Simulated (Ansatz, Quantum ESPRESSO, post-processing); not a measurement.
# Screening and band shifts of Zr2CO2 MXene, 1 layer, part 5 of 7

How does Zr2CO2 MXene, 1 layer respond to a gate-like field without added charge?

Quantum ESPRESSO 7.5; plane-wave DFT, LDA, GBRV ultrasoft pseudopotentials; geometry and cross-check by Ansatz 0.2.0 with PAW datasets.

So far. Step 11 (SCF with pw.x: field -0.2 V/Å): The dipole goes from -0.0000 to -0.0583 e Å, 0.2916 e Å per V/Å. Step 12 (Electrostatic potential): The slope in the vacuum is -0.200 eV/Å for an applied -0.20 V/Å, as it should be.

### Step 13. Band structure: field -0.2 V/Å

Contents of f3.bands.in:

```
&control
  prefix = 'f3.bands'
  outdir = './out'
  pseudo_dir = './pseudo'
  calculation = 'bands'
  tefield = .true.
  dipfield = .true.
/
&system
  ibrav = 0
  nat = 5
  ntyp = 3
  ecutwfc = 40
  ecutrho = 200
  occupations = 'smearing'
  smearing = 'fd'
  degauss = 0.004
  edir = 3
  emaxpos = 0.97
  eopreg = 0.04
  eamp = -0.00388938
  nbnd = 26
/
&electrons
  conv_thr = 1e-07
  mixing_beta = 0.4
  electron_maxstep = 120
  mixing_mode = 'local-TF'
/
ATOMIC_SPECIES
  O   15.9990  o_lda_v1.2.uspp.F.UPF
  Zr  91.2240  zr_lda_v1.uspp.F.UPF
  C   12.0110  c_lda_v1.2.uspp.F.UPF
CELL_PARAMETERS angstrom
  3.30647457598971 -0.00000000000000 0.00000000000000
  -1.65323728799486 2.86349097977447 0.00000000000000
  0.00000000000000 0.00000000000000 21.95294679560000
ATOMIC_POSITIONS crystal
  O   0.333333333333 0.666666666667 0.394447800191
  Zr  0.666666666667 0.333333333333 0.436312087964
  C   -0.000000000000 -0.000000000000 0.499999958775
  Zr  0.333333333333 0.666666666667 0.563687873407
  O   0.666666666667 0.333333333333 0.605552279663
K_POINTS crystal_b
4
  0.0000000000 0.0000000000 0.0000000000 14
  0.5000000000 0.0000000000 0.0000000000 14
  0.3333333333 0.3333333333 0.0000000000 14
  0.0000000000 0.0000000000 0.0000000000 1
```

On the command line:

```console
$ cp -r out/f3.save out/f3.bands.save
$ cp out/f3.xml out/f3.bands.xml
$ OMP_NUM_THREADS=1 mpirun -n 4 pw.x -nk 4 -in f3.bands.in > f3.bands.out
```

Numbers of over 12 decimals in the logs are rounded to 6 here.

Output:

```text
[banner, memory and clock lines left out]
Program PWSCF v.7.5 starts
[citation notice left out]

[...]
bravais-lattice index     =            0
     lattice parameter (alat)  =       6.2483  a.u.
     unit-cell volume          =    1402.6536 (a.u.)^3
     number of atoms/cell      =            5
     number of atomic types    =            3
     number of electrons       =        40.00
     number of Kohn-Sham states=           26
     kinetic-energy cutoff     =      40.0000  Ry
     charge density cutoff     =     200.0000  Ry
     Exchange-correlation= SLA  PZ   NOGX NOGC
                           (   1   1   0   0   0   0   0)

[...]
PseudoPot. # 1 for O  read from file:
     ./pseudo/o_lda_v1.2.uspp.F.UPF
     Pseudo is Ultrasoft + core correction, Zval =  6.0
     Generated by new atomic code, or converted to UPF format
     Using radial grid of  737 points,  5 beta functions with:
                l(1) =   0
                l(2) =   0
                l(3) =   1
                l(4) =   1
                l(5) =   2
     Q(r) pseudized with  8 coefficients,  rinner =    0.900   0.900   0.900
                                                       0.900   0.900

     PseudoPot. # 2 for Zr read from file:
     ./pseudo/zr_lda_v1.uspp.F.UPF
     Pseudo is Ultrasoft + core correction, Zval = 12.0
     Generated by new atomic code, or converted to UPF format
     Using radial grid of  887 points,  6 beta functions with:
                l(1) =   0
                l(2) =   0
                l(3) =   1
                l(4) =   1
                l(5) =   2
                l(6) =   2
     Q(r) pseudized with  6 coefficients,  rinner =    1.200   1.200   1.200
                                                       1.200   1.200

     PseudoPot. # 3 for C  read from file:
     ./pseudo/c_lda_v1.2.uspp.F.UPF
     Pseudo is Ultrasoft + core correction, Zval =  4.0
     Generated by new atomic code, or converted to UPF format
     Using radial grid of  721 points,  4 beta functions with:
                l(1) =   0
                l(2) =   0
                l(3) =   1
                l(4) =   1
     Q(r) pseudized with  8 coefficients,  rinner =    1.100   1.100   1.100

     atomic species   valence    mass     pseudopotential
     O                 6.00    15.99900     O ( 1.00)
     Zr               12.00    91.22400     Zr( 1.00)
     C                 4.00    12.01100     C ( 1.00)

     No symmetry found

[...]
number of k points=    43  Fermi-Dirac smearing, width (Ry)=  0.0040
[...]
Dense  grid:    66985 G-vectors     FFT dimensions: (  30,  30, 192)

     Smooth grid:    48107 G-vectors     FFT dimensions: (  25,  25, 180)

     Check: negative core charge=   -0.000001

     The potential is recalculated from file :
     ./out/f3.bands.save/charge-density

     negative rho (up, down):  1.250E-01 0.000E+00

     Adding external electric field

     Computed dipole along edir(3) :
        Dipole               -0.1102 Ry au,         -0.2801 Debye
        Dipole field         -0.0010 Ry au,

        E field amplitude [Ha a.u.]: -3.8894E-03
        Potential amp.       -0.2311 Ry
        Total length         39.8257 bohr

     Starting wfcs are   38 randomized atomic wfcs

     Band Structure Calculation
     Davidson diagonalization with overlap

     ethr =  2.50E-10,  avg # of iterations = 27.6

     End of band structure calculation

          k = 0.0000 0.0000 0.0000 (  6023 PWs)   bands (ev):

   -48.8015 -48.7493 -27.2137 -26.8686 -26.6166 -26.6166 -26.5708 -26.5708
   -18.0184 -17.8959  -9.6049  -5.3730  -5.1067  -5.1067  -4.7814  -4.7814
    -4.3331  -1.3522  -0.1557  -0.1557   1.6122   1.6122   2.0783   3.0148
     3.0148   3.9165

          k = 0.0357 0.0206 0.0000 (  6019 PWs)   bands (ev):

   -48.8004 -48.7484 -27.2103 -26.8705 -26.6260 -26.6191 -26.5826 -26.5726
   -18.0098 -17.8890  -9.6074  -5.3656  -5.1015  -5.0939  -4.7928  -4.7719
    -4.3113  -1.3243  -0.2753  -0.2135   1.6464   1.6825   2.0673   3.0201
     3.0564   3.9146

[...]
```

The job ended after 15 s (4 MPI ranks of Arm Neoverse V2, shared host; peak memory 0.34 GiB; 60 s of CPU time).

Read from the output:

```
gap by band count : 0.9044 eV
```

Band numbers count within the set of bands kept for display. Electronic bands along the path, in eV, zero at the highest filled level of the SCF mesh; v1 is the highest filled band, c1 the lowest empty one:

```csv
point,v4,v3,v2,v1,c1,c2,c3,c4
Γ,-4.18,-1.20,0.00,0.00,1.77,1.77,2.23,3.17
halfway,-3.74,-2.25,-1.06,-1.00,1.24,3.01,3.09,3.82
M,-3.45,-2.80,-1.33,-1.02,0.90,3.07,3.84,4.18
halfway,-3.51,-2.65,-1.84,-1.56,1.62,3.10,3.28,3.88
K,-3.67,-2.27,-2.24,-2.21,2.06,2.93,2.99,3.78
halfway,-3.81,-2.24,-1.62,-1.12,1.59,2.75,3.50,3.55
Γ,-4.18,-1.20,0.00,0.00,1.77,1.77,2.23,3.17
```

Upper empty bands that drop with the field can be states of the vacuum, held by the sawtooth; they depend on the cell's width.

Along this path the valence top lies at Γ and the conduction bottom at M.

### Step 14. Density by pp.x

plot_num = 0 writes the valence density.

Contents of f0.rho.in:

```
&inputpp
  prefix = 'f0'
  outdir = './out'
  filplot = 'f0.rho.dat'
  plot_num = 0
/
```

On the command line:

```console
$ OMP_NUM_THREADS=1 mpirun -n 4 pp.x -in f0.rho.in > f0.rho.out
```

Output:

```text
[banner, memory and clock lines left out]
Program POST-PROC v.7.5 starts

          URL

     ./out/f0.save/

     IMPORTANT: XC functional enforced from input :
     Exchange-correlation= PZ
                           (   1   1   0   0   0   0   0)
     Any further DFT definition will be discarded
     Please, verify this is what you really want

     Check: negative core charge=   -0.000001

     negative rho (up, down):  1.250E-01 0.000E+00

     Adding external electric field

     Computed dipole along edir(3) :
        Dipole               -0.0000 Ry au,         -0.0000 Debye
        Dipole field         -0.0000 Ry au,

        Potential amp.        0.0000 Ry
        Total length         39.8257 bohr

     Calling punch_plot, plot_num =   0
     Writing data to file  f0.rho.dat
     Message from routine chdens:
     namelist plot not found or invalid, exiting
```

Elapsed: 0.92 s, on 4 MPI ranks; peak memory 0.11 GiB; 3.3 s of CPU time.

This step gave:

| Property | Result |
| --- | --- |
| electrons by integration | 40.00 e |

Mean over planes. Table of valence density, planar mean by z:

```csv
z (Å),"valence density, planar mean (e/Å³)"
5,5.7e-6
6,1.7e-4
7,0.00507
8,0.179
9,0.953
10,0.778
11,0.461
12,0.824
13,0.942
14,0.153
15,0.00429
16,1.4e-4
17,5.7e-6
```

Valence density in the ca plane at fractional y = 0.333, with atoms of Zr and O within 0.2 Å of it. It is the smooth field of the valence electrons, not physical close to the nuclei.

Ten steps, logarithmic in the rise over the least value, from '0' (0.0 e/Å³) to '9' (6.5 e/Å³), each cell a mean:
```
00000000000000000001235665333323455421000000
00000000000000000001258887432223588741000000
00000000000000000000268568522224699852000000
00000000000000000001258888522224699842000000
00000000000000000001246876432223566531000000
00000000000000000001234444333334444310000000
00000000000000000012343333344445432100000000
00000000000000000012343323344445432100000000
00000000000000000012333333344344433210000000
```
Columns run along c (16.0 Å, from fractional 0.05 to 0.78 of the cell), rows up along a (3.3 Å). Atoms in or near the plane, at fractional coordinates: Zr at (0.44, 0.67), O at (0.61, 0.67).

The density integrates to 40.000 electrons, as the 40 of the input ask.

### Step 15. Density by pp.x

Contents of f2.rho.in:

```
&inputpp
  prefix = 'f2'
  outdir = './out'
  filplot = 'f2.rho.dat'
  plot_num = 0
/
```

On the command line:

```console
$ OMP_NUM_THREADS=1 mpirun -n 4 pp.x -in f2.rho.in > f2.rho.out
```

Run time: 0.92 s. Hardware: 4 MPI ranks; peak memory 0.11 GiB.

### Step 16. Charge moved by a field of 0.2 V/Å

Read from the output:

| Property | Result |
| --- | --- |
| largest charge moved across a plane | 0.001078 e/Å² |
| dipole step | -1.115 eV |

Planar mean against z:

z (Å), planar mean (e/Å³) and a bar from the least value:
```
      3.5    0.00000 ###############
      4.0    0.00000 ###############
      4.5    0.00000 ###############
      5.0    0.00000 ###############
      5.5    0.00001 ###############
      6.0    0.00002 ###############
      6.5    0.00006 ################
      7.0    0.00018 ###################
      7.5    0.00045 #########################
      8.0    0.00069 ##############################
      8.5    0.00030 ######################
      9.0    0.00026 #####################
      9.5   -0.00002 ###############
     10.0    0.00009 #################
     10.5    0.00009 #################
     11.0    0.00000 ###############
     11.5   -0.00011 #############
     12.0   -0.00007 #############
     12.5    0.00002 ###############
     13.0   -0.00031 ########
     13.5   -0.00033 ########
     14.0   -0.00069 
     14.5   -0.00041 ######
     15.0   -0.00016 ############
     15.5   -0.00005 ##############
     16.0   -0.00001 ###############
     16.5    0.00000 ###############
     17.0    0.00000 ###############
     17.5    0.00000 ###############
     18.0    0.00000 ###############
     18.5    0.00000 ###############
```

Table of running integral, electrons below z by z:

```csv
z (Å),"running integral, electrons below z (e/Å²)"
4.0,5.7e-8
4.5,1.9e-7
5.0,6.7e-7
5.5,2.4e-6
6.0,8.4e-6
6.5,2.9e-5
7.0,9.2e-5
7.5,2.6e-4
8.0,5.7e-4
8.5,8.1e-4
9.0,9.7e-4
9.5,9.9e-4
10.0,0.00101
10.5,0.00107
11.0,0.00108
11.5,0.00105
12.0,9.9e-4
12.5,9.9e-4
13.0,9.2e-4
13.5,7.5e-4
14.0,4.5e-4
14.5,1.8e-4
15.0,5.9e-5
15.5,1.7e-5
16.0,4.6e-6
16.5,1.2e-6
17.0,3.2e-7
17.5,8.5e-8
```

### Step 17. Polarisability from the dipole between 0 and 0.1 V/A

This step gave:

| Quantity | Value |
| --- | --- |
| change of slope in the vacuum | 0.10000 eV/Å |
| polarisability a cell | 4.206 Å³ |
| sheet polarisability 4πα/A | 5.583 Å |

Table of change of the potential energy, second field less first by z:

```csv
z (Å),"change of the potential energy, second field less first (eV)"
0,-0.409
1,-0.718
2,-0.618
3,-0.518
4,-0.418
5,-0.318
6,-0.218
7,-0.121
8,-0.0442
9,-0.0146
10,-0.00430
11,5.2e-5
12,0.00477
13,0.0153
14,0.0473
15,0.126
16,0.224
17,0.324
18,0.424
19,0.524
20,0.624
21,0.724
```

### Step 18. Dipole against field

Table of dipole along the normal, dipole moment by applied field:

```csv
applied field (V/Å),"dipole along the normal, dipole moment (e·Å)"
-0.200,-0.0583
0.000,0
0.100,0.0292
0.200,0.0583
```

### Step 19. The same in Ansatz: field 0.1 V/Å

A second code with its own PAW datasets, on the same atoms.

Level of this step: plane-wave DFT, PBE, Ansatz PAW (Ansatz 0.2.0).

Contents of input.yaml:

```yaml
crystal:
  lattice:
    - [3.306474576, 0.0, 0.0]
    - [-1.653237288, 2.8634909798, 0.0]
    - [0.0, 0.0, 21.9529467956]
  atoms:
    - { symbol: O, position: [0.3333333333, 0.6666666667, 0.3944478002] }
    - { symbol: Zr, position: [0.6666666667, 0.3333333333, 0.436312088] }
    - { symbol: C, position: [0.0, 0.0, 0.4999999588] }
    - { symbol: Zr, position: [0.3333333333, 0.6666666667, 0.5636878734] }
    - { symbol: O, position: [0.6666666667, 0.3333333333, 0.6055522797] }
kpoints:
  mp_grid: { grid: [12, 12, 1] }
hamiltonian:
  xc: pbe
scf:
  occupations: { method: fermi_dirac, width: 0.054 }
  convergence: { dr2_threshold: 1.0e-09 }
efield:
  axis: 3
  dipole_correction: true
  ramp_position: 0.97
  ramp_width: 0.04
  amplitude: 0.1
output:
  write_potential: true
  write_density: true
  volumetric_format: npy
```

On the command line:

```console
$ ansatz run input.yaml --threads 4 --pin off --max-ram 8192MiB --backend cpu --events-out ev --progress --plain --runs-dir out
```

Output:

```text
[...]
Crystal: 5 atoms, lattice volume = 207.852 Å³
Basis set: ecut = 420 eV, 4153 PW (Γ)
Bands: 25, of which v1, the nominal top of the filled ones, is band 20 counted from 1 (19 counted from 0)
Symmetry: 6 space group operations
k-points: 19 of 144 (time reversal used)
[...]
SCF iter   1: F=—  HF=-9766.269250 eV  |F-HF|=—  |Δ(HF+E_count)|=         —  Δρ=9.60e-2  dr2=2.53e1  ethr=3.10e-3  p=0.035 e·Å  D=3.06e-2 V/Å  ΔV_dip=-0.67 eV  dr2_dipole=4.01e-4  V_vac-E_F(+/−)=10.10/8.79 eV  ⟨swp⟩=7.6  Hψ=2499  notcnv=0
[...]
SCF iter  14: F=-9759.648726 eV  HF=-9759.648726 eV  |F-HF|=2.29e-10  |Δ(HF+E_count)|=   8.86e-9  Δρ=6.32e-7  dr2=6.67e-10  ethr=2.50e-12  p=0.029 e·Å  D=2.54e-2 V/Å  ΔV_dip=-0.56 eV  dr2_dipole=2.42e-11  V_vac-E_F(+/−)=5.57/4.15 eV  ⟨swp⟩=5.3  Hψ=2238  notcnv=0
SCF 1 converged in 14 iterations: F = -9759.648726 eV  dr2 = 6.67e-10
[...]
WARN: The output density's exchange-correlation potential varies sharply where the density is thin. Do not read a vacuum level from v_tot or v_xc, or from such a field of the output density. On a cell that repeats whose density bears no net charge and no dipole along the vacuum's axis use v_es (v_loc + v_h of the components); under efield.dipole_correction with no amplitude use v_es + v_field, which holds any externa [...]
SCF converged after 14 iterations
Free energy (F): -9759.648726 eV
[...]
Internal energy: -9759.648719 eV  (E = F + TS)
E sigma→0 (E₀):  -9759.648722 eV
Entropy (-TS):   -0.000007 eV (-0.001 meV/atom)
Fermi energy:    0.657889 eV
Dipole field:    D = 0.025408 V/Å  (p = 0.029185 e·Å, saw-weighted, corrected)
Work function:   not extracted (applied field tilts the vacuum); planar V_es + V_field profile in the machine report
[...]
--- Band table (eV; the first three rows and the last of 19) ---
  k-point 0: bands = [... 16 lower, -3.9330, -0.9755, 0.2040, 0.2040, 2.0378, 2.0378, 2.4685, 3.4407, ... 1 higher]
  k-point 1: bands = [... 16 lower, -3.8263, -0.8522, -0.3340, -0.0531, 2.0361, 2.3582, 2.5638, 3.4771, ... 1 higher]
  k-point 2: bands = [... 16 lower, -3.5998, -1.3185, -0.6917, -0.4835, 1.7267, 2.8849, 2.9960, 3.7193, ... 1 higher]
  k-point 18: bands = [... 16 lower, -3.4340, -2.0628, -2.0337, -2.0202, 2.3321, 3.2285, 3.2597, 4.0533, ... 1 higher]
```

Wall time 4 s (4 threads); peak memory 0.49 GiB; 15 s of CPU time.

Numbers from this step:

| Quantity | Value |
| --- | --- |
| free energy | -9759.6487 eV |
| Fermi energy | 0.6579 eV |
| gap by band count | 0.9646 eV |
| dipole along the normal | 0.02919 e·Å |

At 0.1 V/Å Ansatz's dipole is 0.0292 e Å against 0.0292 from pw.x, under another functional.

### Step 20. Cross-check with Ansatz: field -0.1 V/Å

input.yaml, as its differences from the input of step 19:

```diff
@@ -23,3 +23,3 @@
   ramp_width: 0.04
-  amplitude: 0.1
+  amplitude: -0.1
 output:
```

Output:

```text
[...]
Crystal: 5 atoms, lattice volume = 207.852 Å³
Basis set: ecut = 420 eV, 4153 PW (Γ)
Bands: 25, of which v1, the nominal top of the filled ones, is band 20 counted from 1 (19 counted from 0)
Symmetry: 6 space group operations
k-points: 19 of 144 (time reversal used)
[...]
k-point 0: bands = [... 16 lower, -3.9658, -1.0083, 0.1712, 0.1712, 2.0050, 2.0050, 2.4357, 3.4079, ... 1 higher]
  k-point 1: bands = [... 16 lower, -3.8591, -0.8850, -0.3668, -0.0859, 2.0033, 2.3255, 2.5310, 3.4444, ... 1 higher]
  k-point 2: bands = [... 16 lower, -3.6326, -1.3513, -0.7245, -0.5162, 1.6939, 2.8522, 2.9632, 3.6865, ... 1 higher]
  k-point 18: bands = [... 16 lower, -3.4668, -2.0955, -2.0664, -2.0530, 2.2994, 3.1958, 3.2269, 4.0206, ... 1 higher]
[key lines of the parts left out:]
SCF converged after 14 iterations
Free energy (F): -9759.648726 eV
Fermi energy:    0.625124 eV
Dipole field:    D = -0.025412 V/Å  (p = -0.029190 e·Å, saw-weighted, corrected)
```

Elapsed: 3.9 s, on 4 threads; peak memory 0.49 GiB.

This step gave:

* Fermi energy: 0.6251 eV
* dipole along the normal: -0.02919 e·Å

### Step 21. Dipole against field, Ansatz

The dipole along the normal, dipole moment by applied field:

```csv
applied field (V/Å),"dipole along the normal, dipole moment (e·Å)"
-0.1000,-0.0292
0.0000,2.2e-6
0.1000,0.0292
```

[end of part 5 of 7]

[Logs are printed without paths, hosts, clocks, repeated set-up lines and the standing remarks that a program may print on its own settings, such as how far it seeks lower states.]

[Hosts, paths, dates, database ids (printed as entryN), source tags and the programs' standing remarks are cut or masked in the printed files.]

[Maps of the electrostatic potential energy from Ansatz leave out the sawtooth potential of an applied field or a dipole correction, so their vacuum need not be flat; planar profiles and work functions include it.]
